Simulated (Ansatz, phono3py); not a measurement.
# Scattering channels in KCl (Sylvite, Fm-3m), one at a time

Wanted: the sensitivity of κ of KCl (Sylvite) to the choices of the transport step.

What experiment has found for this phase:
- thermal conductivity 7.1 W/m/K near room temperature (given in “Combining the AFLOW GIBBS and Elastic Libraries to efficiently and robustly screen thermo-mechanical properties of solids”, 2017, arXiv:1611.05714)
- thermal conductivity 7.1 W/m/K near room temperature (given in “Predicting the lattice thermal conductivity of solids by solving the Boltzmann transport equation: AFLOW - AAPL an automated, accurate and efficient framework”, 2017, arXiv:1611.05481)

Method: DFT LDA, scalar-relativistic, plane waves, PAW; PAW set soft_1; phono3py on Ansatz's force constants, in phono3py 4.10.0.

**1. Set-up**

It takes space group Fm-3m (No. 225, cubic). Conventional cell: a = 6.077 Å, b = 6.077 Å, c = 6.077 Å, α = 90.00°, β = 90.00°, γ = 90.00°. Nearest to K lie 6 Cl at 3.04 Å. Cl has 6 K at 3.04 Å nearest. Farther neighbours and most contacts between anions are not listed.

**2. Relaxation-time solution**

The base run: each mode relaxes on its own with natural isotopes, and rates are split into normal and umklapp parts.

Contents of phono3py.yaml:

```yaml
phono3py:
  version: "4.10.0"
  frequency_unit_conversion_factor: 15.633302
  symmetry_tolerance: 1.00000e-05

physical_unit:
  atomic_mass: "AMU"
  length: "angstrom"

space_group:
  type: "Fm-3m"
  number: 225
  Hall_symbol: "-F 4 2 3"

primitive_matrix:
- [  1.000000000000000,  0.000000000000000,  0.000000000000000 ]
- [  0.000000000000000,  1.000000000000000,  0.000000000000000 ]
- [  0.000000000000000,  0.000000000000000,  1.000000000000000 ]

supercell_matrix:
- [   3,   0,   0 ]
- [   0,   3,   0 ]
- [   0,   0,   3 ]

# [primitive_cell block left out]
unit_cell:
  lattice:
  - [     0.000000000000000,     3.038637075500000,     3.038637075500000 ] # a
  - [     3.038637075500000,     0.000000000000000,     3.038637075500000 ] # b
  - [     3.038637075500000,     3.038637075500000,     0.000000000000000 ] # c
  points:
  - symbol: K # 1
    coordinates: [  0.000000000000000,  0.000000000000000,  0.000000000000000 ]
    mass: 39.098300
    reduced_to: 1
  - symbol: Cl # 2
    coordinates: [  0.500000000000000,  0.500000000000000,  0.500000000000000 ]
    mass: 35.450000
    reduced_to: 2

# [supercell block left out]
phonon_supercell_matrix:
- [   6,   0,   0 ]
- [   0,   6,   0 ]
- [   0,   0,   6 ]

# [phonon_primitive_cell block left out]
# [phonon_supercell block left out]
nac:
  born_effective_charge:
  - # 1 (K)
    - [  1.109091043469948,  0.000000000000000,  0.000000000000000 ]
    - [  0.000000000000000,  1.109091043469948,  0.000000000000000 ]
    - [  0.000000000000000,  0.000000000000000,  1.109091043469948 ]
  - # 2 (Cl)
    - [ -1.109091043469948,  0.000000000000000,  0.000000000000000 ]
    - [  0.000000000000000, -1.109091043469948,  0.000000000000000 ]
    - [  0.000000000000000,  0.000000000000000, -1.109091043469948 ]
  dielectric_constant:
    - [  2.507462385729138,  0.000000000000000,  0.000000000000000 ]
    - [  0.000000000000000,  2.507462385729138,  0.000000000000000 ]
    - [  0.000000000000000,  0.000000000000000,  2.507462385729138 ]
  unit_conversion_factor: 14.399645
```

Started as:

```sh
phono3py phono3py.yaml --mesh 17 17 17 --br --isotope --nu --ts 50 100 150 200 300 400 500 600 800
```

The log of the run:

```text
Rust backend (phonors) using rayon (8 threads).
Running in phono3py.load mode.
Spglib version 2.8.0
----------------------------- General settings -----------------------------
Run mode: conductivity-RTA
HDF5 data compression filter: gzip
Crystal structure was read from "phono3py.yaml".
Supercell (dim): [3 3 3]
Phonon supercell (dim-fc2): [6 6 6]
Primitive matrix:
  [1. 0. 0.]
  [0. 1. 0.]
  [0. 0. 1.]
Spacegroup: Fm-3m (225)
Use -v option to watch primitive cell, unit cell, and supercell structures.
NAC parameters were read from "phono3py.yaml".
fc3 was read from "fc3.hdf5".
fc2 was read from "fc2.hdf5".
----------------------------- Force constants ------------------------------
Max drift of fc3: 0.00000000 (zzz) 0.00000000 (zzz) 0.00000000 (zzz)
Max drift of fc2: -0.00000000 (yy) -0.00000000 (yy)
--------------------------- Calculation settings ---------------------------
Non-analytical term correction (NAC): True
NAC unit conversion factor:  14.39964
BZ integration: Tetrahedron-method
Temperature:  50.0  100.0  150.0  200.0  300.0 ... 800.0
Cutoff frequency: 0.01
Mesh sampling: [ 17 17 17 ]
Generating grid system ... [ 17 17 17 ]
fc3-r2q-transformation over three atoms: True
--------------------------- Phonon calculations ----------------------------
Use NAC by Gonze et al. (no real space sum in current implementation)
  PRB 50, 13035(R) (1994), PRB 55, 10355 (1997)
  G-cutoff distance: 1.08, Number of G-points: 307, Lambda: 0.18
Running harmonic phonon calculations...
-------------------- Lattice thermal conductivity (RTA) --------------------
Running heat capacity calculations...
Running velocity calculations...
Running isotope scattering calculations with tetrahedron method...
======================= Grid point 0 (1/165) =======================
q-point: ( 0.00  0.00  0.00)
Boundary mean free path (millimeter): 1000.000
Mass variance parameters: 1.64e-04 5.83e-04
Number of triplets: 165
Frequency     group velocity (x, y, z)     |gv|
   0.000   (   0.000    0.000    0.000)    0.000
   0.000   (   0.000    0.000    0.000)    0.000
   0.000   (   0.000    0.000    0.000)    0.000
   4.833   (   0.000    0.000    0.000)    0.000
   4.833   (   0.000    0.000    0.000)    0.000
   4.833   (   0.000    0.000    0.000)    0.000
======================= Grid point 1 (2/165) =======================
q-point: ( 0.06  0.00  0.00)
Boundary mean free path (millimeter): 1000.000
Mass variance parameters: 1.64e-04 5.83e-04
Number of triplets: 489
Frequency     group velocity (x, y, z)     |gv|
   0.498   ( -17.073   17.073   17.073)   29.572
   0.498   ( -17.073   17.073   17.073)   29.572
   0.646   ( -22.174   22.174   22.174)   38.406
   4.817   (   1.114   -1.114   -1.114)    1.929
   4.817   (   1.114   -1.114   -1.114)    1.929
   6.620   (   1.682   -1.682   -1.682)    2.913
[162 grid points left out]
======================= Grid point 1322 (165/165) =======================
q-point: ( 0.71  0.47  0.24)
Boundary mean free path (millimeter): 1000.000
Mass variance parameters: 1.64e-04 5.83e-04
Number of triplets: 1305
Frequency     group velocity (x, y, z)     |gv|
   2.496   (  -0.000   13.524    1.581)   13.616
   2.664   (   0.000  -12.617   -6.863)   14.362
   3.788   (  -0.000   25.489    0.410)   25.492
   4.108   (   0.000  -21.893   -2.359)   22.020
   5.039   (   0.000    1.521    0.258)    1.543
   5.040   (  -0.000   -1.361    2.927)    3.228
=================== End of collection of collisions ===================
----------- Thermal conductivity (W/m-k) with tetrahedron method -----------
#  T(K)        xx         yy         zz         yz         xz         xy
   50.0      61.210     61.210     61.210     -0.000     -0.000      0.000
  100.0      29.342     29.342     29.342     -0.000     -0.000      0.000
  150.0      19.912     19.912     19.912     -0.000     -0.000      0.000
  200.0      15.143     15.143     15.143     -0.000     -0.000      0.000
  300.0      10.263     10.263     10.263     -0.000     -0.000      0.000
  400.0       7.767      7.767      7.767     -0.000     -0.000      0.000
  500.0       6.249      6.249      6.249     -0.000     -0.000      0.000
  600.0       5.228      5.228      5.228     -0.000     -0.000      0.000
  800.0       3.940      3.940      3.940     -0.000     -0.000      0.000

Thermal conductivity related properties were written into
"kappa-m171717.hdf5".
Summary of calculation was written in "phono3py.yaml".
```

It took 19 s on 8 threads of Arm Neoverse V1, shared host; peak memory 0.29 GiB; 1.9 min of CPU time.

Numbers from this step:

```yaml
kappa_at_300_k: 10.26 W/m/K
kappa_xx_yy_zz_at_300_k: 10.26, 10.26, 10.26 W/m/K
normal_share_of_three_phonon_scattering_at_300_k: 0.593
```

W/m/K. Kappa, by row:

```csv
T (K),xx,yy,zz,yz,xz,xy
50,61.21,61.21,61.21,0,0,0
100,29.34,29.34,29.34,0,0,0
150,19.91,19.91,19.91,0,0,0
200,15.14,15.14,15.14,0,0,0
300,10.26,10.26,10.26,0,0,0
400,7.767,7.767,7.767,0,0,0
500,6.249,6.249,6.249,0,0,0
600,5.228,5.228,5.228,0,0,0
800,3.94,3.94,3.94,0,0,0
```

Lattice thermal conductivity, xx against temperature:

```csv
temperature (K),"lattice thermal conductivity, xx (W/m/K)"
50,61.2
100,29.3
150,19.9
200,15.1
300,10.3
400,7.77
500,6.25
600,5.23
800,3.94
```

Table of mean scattering rate at 300 K by frequency:

```csv
frequency (THz),normal (1/ps),umklapp (1/ps)
0.14,-,-
0.41,0.0372,0.00403
0.69,0.041,0.00728
0.97,0.0757,0.0125
1.24,0.0867,0.0267
1.52,0.108,0.0367
1.79,0.0791,0.0525
2.07,0.0926,0.0763
2.35,0.0959,0.0993
2.62,0.0991,0.116
2.90,0.112,0.111
3.18,0.147,0.108
3.45,0.163,0.0928
3.73,0.195,0.0819
4.00,0.196,0.081
4.28,0.199,0.0856
4.56,0.203,0.0774
4.83,0.156,0.106
5.11,0.157,0.195
5.38,0.601,0.432
5.66,0.973,0.555
5.94,1.46,0.641
6.21,2.22,0.634
6.49,3.62,0.659
```

The base value at 300 K is 10.3 W/(m K).

The lattice thermal conductivity, xx is 10.3 W/m/K at 300 K, going as T^-1.0 above 200 K.

**3. Two programs, one set of constants**

This step: DFT LDA, scalar-relativistic, plane waves, PAW; PAW set soft_1 (Ansatz 0.2.0).

Ansatz's figure includes its coherence part. Comparison, by row:

```csv
T (K),Ansatz RTA (W/m/K),phono3py RTA (W/m/K),difference (%)
50,61.58,61.21,-0.6
100,29.52,29.34,-0.61
150,20.07,19.91,-0.8
200,15.29,15.14,-0.98
300,10.41,10.26,-1.44
400,7.919,7.767,-1.92
500,6.407,6.249,-2.47
600,5.391,5.228,-3.02
800,4.115,3.94,-4.25
```

**4. Without isotopes, third order supercell 3×3×3, supercell 6×6×6**

Leaving out the isotope term shows how much the natural mass disorder scatters.

This step: DFT LDA, scalar-relativistic, plane waves, PAW; PAW set soft_1; phono3py on Ansatz's force constants (phono3py 4.10.0).

phono3py.yaml is that of step 2.

Started as:

```sh
phono3py phono3py.yaml --mesh 17 17 17 --br --ts 50 100 150 200 300 400 500 600 800
```

The log of the run:

```text
[banner, memory and clock lines left out]
Rust backend (phonors) using rayon (8 threads).
Running in phono3py.load mode.
Spglib version 2.8.0
----------------------------- General settings -----------------------------
Run mode: conductivity-RTA
HDF5 data compression filter: gzip
Crystal structure was read from "phono3py.yaml".
Supercell (dim): [3 3 3]
Phonon supercell (dim-fc2): [6 6 6]
Primitive matrix:
  [1. 0. 0.]
  [0. 1. 0.]
  [0. 0. 1.]
Spacegroup: Fm-3m (225)
Use -v option to watch primitive cell, unit cell, and supercell structures.
NAC parameters were read from "phono3py.yaml".
fc3 was read from "fc3.hdf5".
fc2 was read from "fc2.hdf5".
----------------------------- Force constants ------------------------------
Max drift of fc3: 0.00000000 (zzz) 0.00000000 (zzz) 0.00000000 (zzz)
Max drift of fc2: -0.00000000 (yy) -0.00000000 (yy)
--------------------------- Calculation settings ---------------------------
Non-analytical term correction (NAC): True
NAC unit conversion factor:  14.39964
BZ integration: Tetrahedron-method
Temperature:  50.0  100.0  150.0  200.0  300.0 ... 800.0
Cutoff frequency: 0.01
Mesh sampling: [ 17 17 17 ]
Generating grid system ... [ 17 17 17 ]
fc3-r2q-transformation over three atoms: True
--------------------------- Phonon calculations ----------------------------
  PRB 50, 13035(R) (1994), PRB 55, 10355 (1997)
  G-cutoff distance: 1.08, Number of G-points: 307, Lambda: 0.18
Running harmonic phonon calculations...
-------------------- Lattice thermal conductivity (RTA) --------------------
Running heat capacity calculations...
Running velocity calculations...
======================= Grid point 0 (1/165) =======================
q-point: ( 0.00  0.00  0.00)
Boundary mean free path (millimeter): 1000.000
Number of triplets: 165
Frequency     group velocity (x, y, z)     |gv|
   0.000   (   0.000    0.000    0.000)    0.000
   0.000   (   0.000    0.000    0.000)    0.000
   0.000   (   0.000    0.000    0.000)    0.000
   4.833   (   0.000    0.000    0.000)    0.000
   4.833   (   0.000    0.000    0.000)    0.000
   4.833   (   0.000    0.000    0.000)    0.000
======================= Grid point 1 (2/165) =======================
q-point: ( 0.06  0.00  0.00)
Boundary mean free path (millimeter): 1000.000
Number of triplets: 489
Frequency     group velocity (x, y, z)     |gv|
   0.498   ( -17.073   17.073   17.073)   29.572
   0.498   ( -17.073   17.073   17.073)   29.572
   0.646   ( -22.174   22.174   22.174)   38.406
   4.817   (   1.114   -1.114   -1.114)    1.929
   4.817   (   1.114   -1.114   -1.114)    1.929
   6.620   (   1.682   -1.682   -1.682)    2.913
[162 grid points left out]
======================= Grid point 1322 (165/165) =======================
q-point: ( 0.71  0.47  0.24)
Boundary mean free path (millimeter): 1000.000
Number of triplets: 1305
Frequency     group velocity (x, y, z)     |gv|
   2.496   (  -0.000   13.524    1.581)   13.616
   2.664   (   0.000  -12.617   -6.863)   14.362
   3.788   (  -0.000   25.489    0.410)   25.492
   4.108   (   0.000  -21.893   -2.359)   22.020
   5.039   (   0.000    1.521    0.258)    1.543
   5.040   (  -0.000   -1.361    2.927)    3.228
=================== End of collection of collisions ===================
----------- Thermal conductivity (W/m-k) with tetrahedron method -----------
#  T(K)        xx         yy         zz         yz         xz         xy
   50.0      74.847     74.847     74.847     -0.000     -0.000      0.000
  100.0      32.551     32.551     32.551     -0.000     -0.000      0.000
  150.0      21.438     21.438     21.438     -0.000     -0.000      0.000
  200.0      16.040     16.040     16.040     -0.000     -0.000      0.000
  300.0      10.683     10.683     10.683     -0.000     -0.000      0.000
  400.0       8.011      8.011      8.011     -0.000     -0.000      0.000
  500.0       6.408      6.408      6.408     -0.000     -0.000      0.000
  600.0       5.340      5.340      5.340     -0.000     -0.000      0.000
  800.0       4.005      4.005      4.005     -0.000     -0.000      0.000

Thermal conductivity related properties were written into
"kappa-m171717.hdf5".
Summary of calculation was written in "phono3py.yaml".
```

Elapsed: 16 s, on 8 threads; peak memory 0.29 GiB; 95 s of CPU time.

Numbers from this step:

```
κ at 300 K            : 10.68 W/m/K
κ xx, yy, zz at 300 K : 10.68, 10.68, 10.68 W/m/K
```

W/m/K. Kappa, by row:

```csv
T (K),xx,yy,zz,yz,xz,xy
50,74.85,74.85,74.85,0,0,0
100,32.55,32.55,32.55,0,0,0
150,21.44,21.44,21.44,0,0,0
200,16.04,16.04,16.04,0,0,0
300,10.68,10.68,10.68,0,0,0
400,8.011,8.011,8.011,0,0,0
500,6.408,6.408,6.408,0,0,0
600,5.34,5.34,5.34,0,0,0
800,4.005,4.005,4.005,0,0,0
```

κ at 300 K goes from 10.3 in the base run to 10.7 W/(m K).

**5. Another q-mesh, third order supercell 3×3×3, supercell 6×6×6**

The q-mesh of the transport sums changes, with the same scattering terms.

phono3py.yaml is that of step 4.

Started as:

```sh
phono3py phono3py.yaml --mesh 3 3 3 --br --isotope --ts 100 300 600
```

The log of the run:

```text
[banner, memory and clock lines left out]
Rust backend (phonors) using rayon (8 threads).
Running in phono3py.load mode.
Spglib version 2.8.0
----------------------------- General settings -----------------------------
Run mode: conductivity-RTA
HDF5 data compression filter: gzip
Crystal structure was read from "phono3py.yaml".
Supercell (dim): [3 3 3]
Phonon supercell (dim-fc2): [6 6 6]
Primitive matrix:
  [1. 0. 0.]
  [0. 1. 0.]
  [0. 0. 1.]
Spacegroup: Fm-3m (225)
Use -v option to watch primitive cell, unit cell, and supercell structures.
NAC parameters were read from "phono3py.yaml".
fc3 was read from "fc3.hdf5".
fc2 was read from "fc2.hdf5".
----------------------------- Force constants ------------------------------
Max drift of fc3: 0.00000000 (zzz) 0.00000000 (zzz) 0.00000000 (zzz)
Max drift of fc2: -0.00000000 (yy) -0.00000000 (yy)
--------------------------- Calculation settings ---------------------------
Non-analytical term correction (NAC): True
NAC unit conversion factor:  14.39964
BZ integration: Tetrahedron-method
Temperature:  100.0  300.0  600.0
Cutoff frequency: 0.01
Mesh sampling: [ 3 3 3 ]
Generating grid system ... [ 3 3 3 ]
fc3-r2q-transformation over three atoms: True
--------------------------- Phonon calculations ----------------------------
  PRB 50, 13035(R) (1994), PRB 55, 10355 (1997)
  G-cutoff distance: 1.08, Number of G-points: 307, Lambda: 0.18
Running harmonic phonon calculations...
-------------------- Lattice thermal conductivity (RTA) --------------------
Running heat capacity calculations...
Running velocity calculations...
Running isotope scattering calculations with tetrahedron method...
======================= Grid point 0 (1/4) =======================
q-point: ( 0.00  0.00  0.00)
Boundary mean free path (millimeter): 1000.000
Mass variance parameters: 1.64e-04 5.83e-04
Number of triplets: 4
Frequency     group velocity (x, y, z)     |gv|
   0.000   (   0.000    0.000    0.000)    0.000
   0.000   (   0.000    0.000    0.000)    0.000
   0.000   (   0.000    0.000    0.000)    0.000
   4.833   (   0.000    0.000    0.000)    0.000
   4.833   (   0.000    0.000    0.000)    0.000
   4.833   (   0.000    0.000    0.000)    0.000
======================= Grid point 1 (2/4) =======================
q-point: ( 0.33  0.00  0.00)
Boundary mean free path (millimeter): 1000.000
Mass variance parameters: 1.64e-04 5.83e-04
Number of triplets: 6
Frequency     group velocity (x, y, z)     |gv|
   2.621   ( -13.542   13.542   13.542)   23.455
   2.621   ( -13.542   13.542   13.542)   23.455
   3.476   ( -18.877   18.877   18.877)   32.696
   4.317   (   6.521   -6.521   -6.521)   11.295
   4.317   (   6.521   -6.521   -6.521)   11.295
   5.874   (   9.672   -9.672   -9.672)   16.752
======================= Grid point 4 (3/4) =======================
q-point: ( 0.33  0.33  0.00)
Boundary mean free path (millimeter): 1000.000
Mass variance parameters: 1.64e-04 5.83e-04
Number of triplets: 6
Frequency     group velocity (x, y, z)     |gv|
   1.490   (   0.000    0.000    7.594)    7.594
   1.490   (   0.000    0.000    7.594)    7.594
   4.313   (  -0.000   -0.000  -30.013)   30.013
   4.518   (   0.000    0.000   19.890)   19.890
   4.934   (   0.000    0.000    1.076)    1.076
   4.934   (   0.000    0.000    1.076)    1.076
======================= Grid point 5 (4/4) =======================
q-point: (-0.33  0.33  0.00)
Boundary mean free path (millimeter): 1000.000
Mass variance parameters: 1.64e-04 5.83e-04
Number of triplets: 8
Frequency     group velocity (x, y, z)     |gv|
   2.622   (   9.097   -9.097    0.000)   12.865
   2.863   ( -14.878   14.878   -0.000)   21.041
   3.819   ( -24.110   24.110   -0.000)   34.097
   4.336   (  11.207  -11.207    0.000)   15.850
   4.730   (   7.588   -7.588    0.000)   10.732
   5.051   (   1.157   -1.157    0.000)    1.637
=================== End of collection of collisions ===================
----------- Thermal conductivity (W/m-k) with tetrahedron method -----------
#  T(K)        xx         yy         zz         yz         xz         xy
  100.0      54.772     54.772     54.772     -0.000     -0.000      0.000
  300.0      24.015     24.015     24.015     -0.000     -0.000      0.000
  600.0      12.963     12.963     12.963     -0.000     -0.000      0.000

Thermal conductivity related properties were written into
"kappa-m333.hdf5".
Summary of calculation was written in "phono3py.yaml".
```

Elapsed: 3.6 s, on 8 threads; peak memory 0.29 GiB; 3.6 s of CPU time.

This step gave:

- κ at 300 K: 24.02 W/m/K
- κ xx, yy, zz at 300 K: 24.02, 24.02, 24.02 W/m/K

W/m/K. Kappa, by row:

```csv
T (K),xx,yy,zz,yz,xz,xy
100,54.77,54.77,54.77,0,0,0
300,24.02,24.02,24.02,0,0,0
600,12.96,12.96,12.96,0,0,0
```

This mesh is too coarse for the transport sums: κ at 300 K comes out at 24.0 against 10.3 W/(m K) in the base run.

(Part 1 of 5 ends here.)

[Logs are printed without paths, hosts, clocks, repeated set-up lines and the standing remarks that a program may print on its own settings, such as how far it seeks lower states.]

[Hosts, paths, dates, database ids (printed as entryN), source tags and the programs' standing remarks are cut or masked in the printed files.]

[A step with changed settings may run another functional than the one named; its input shows which.]
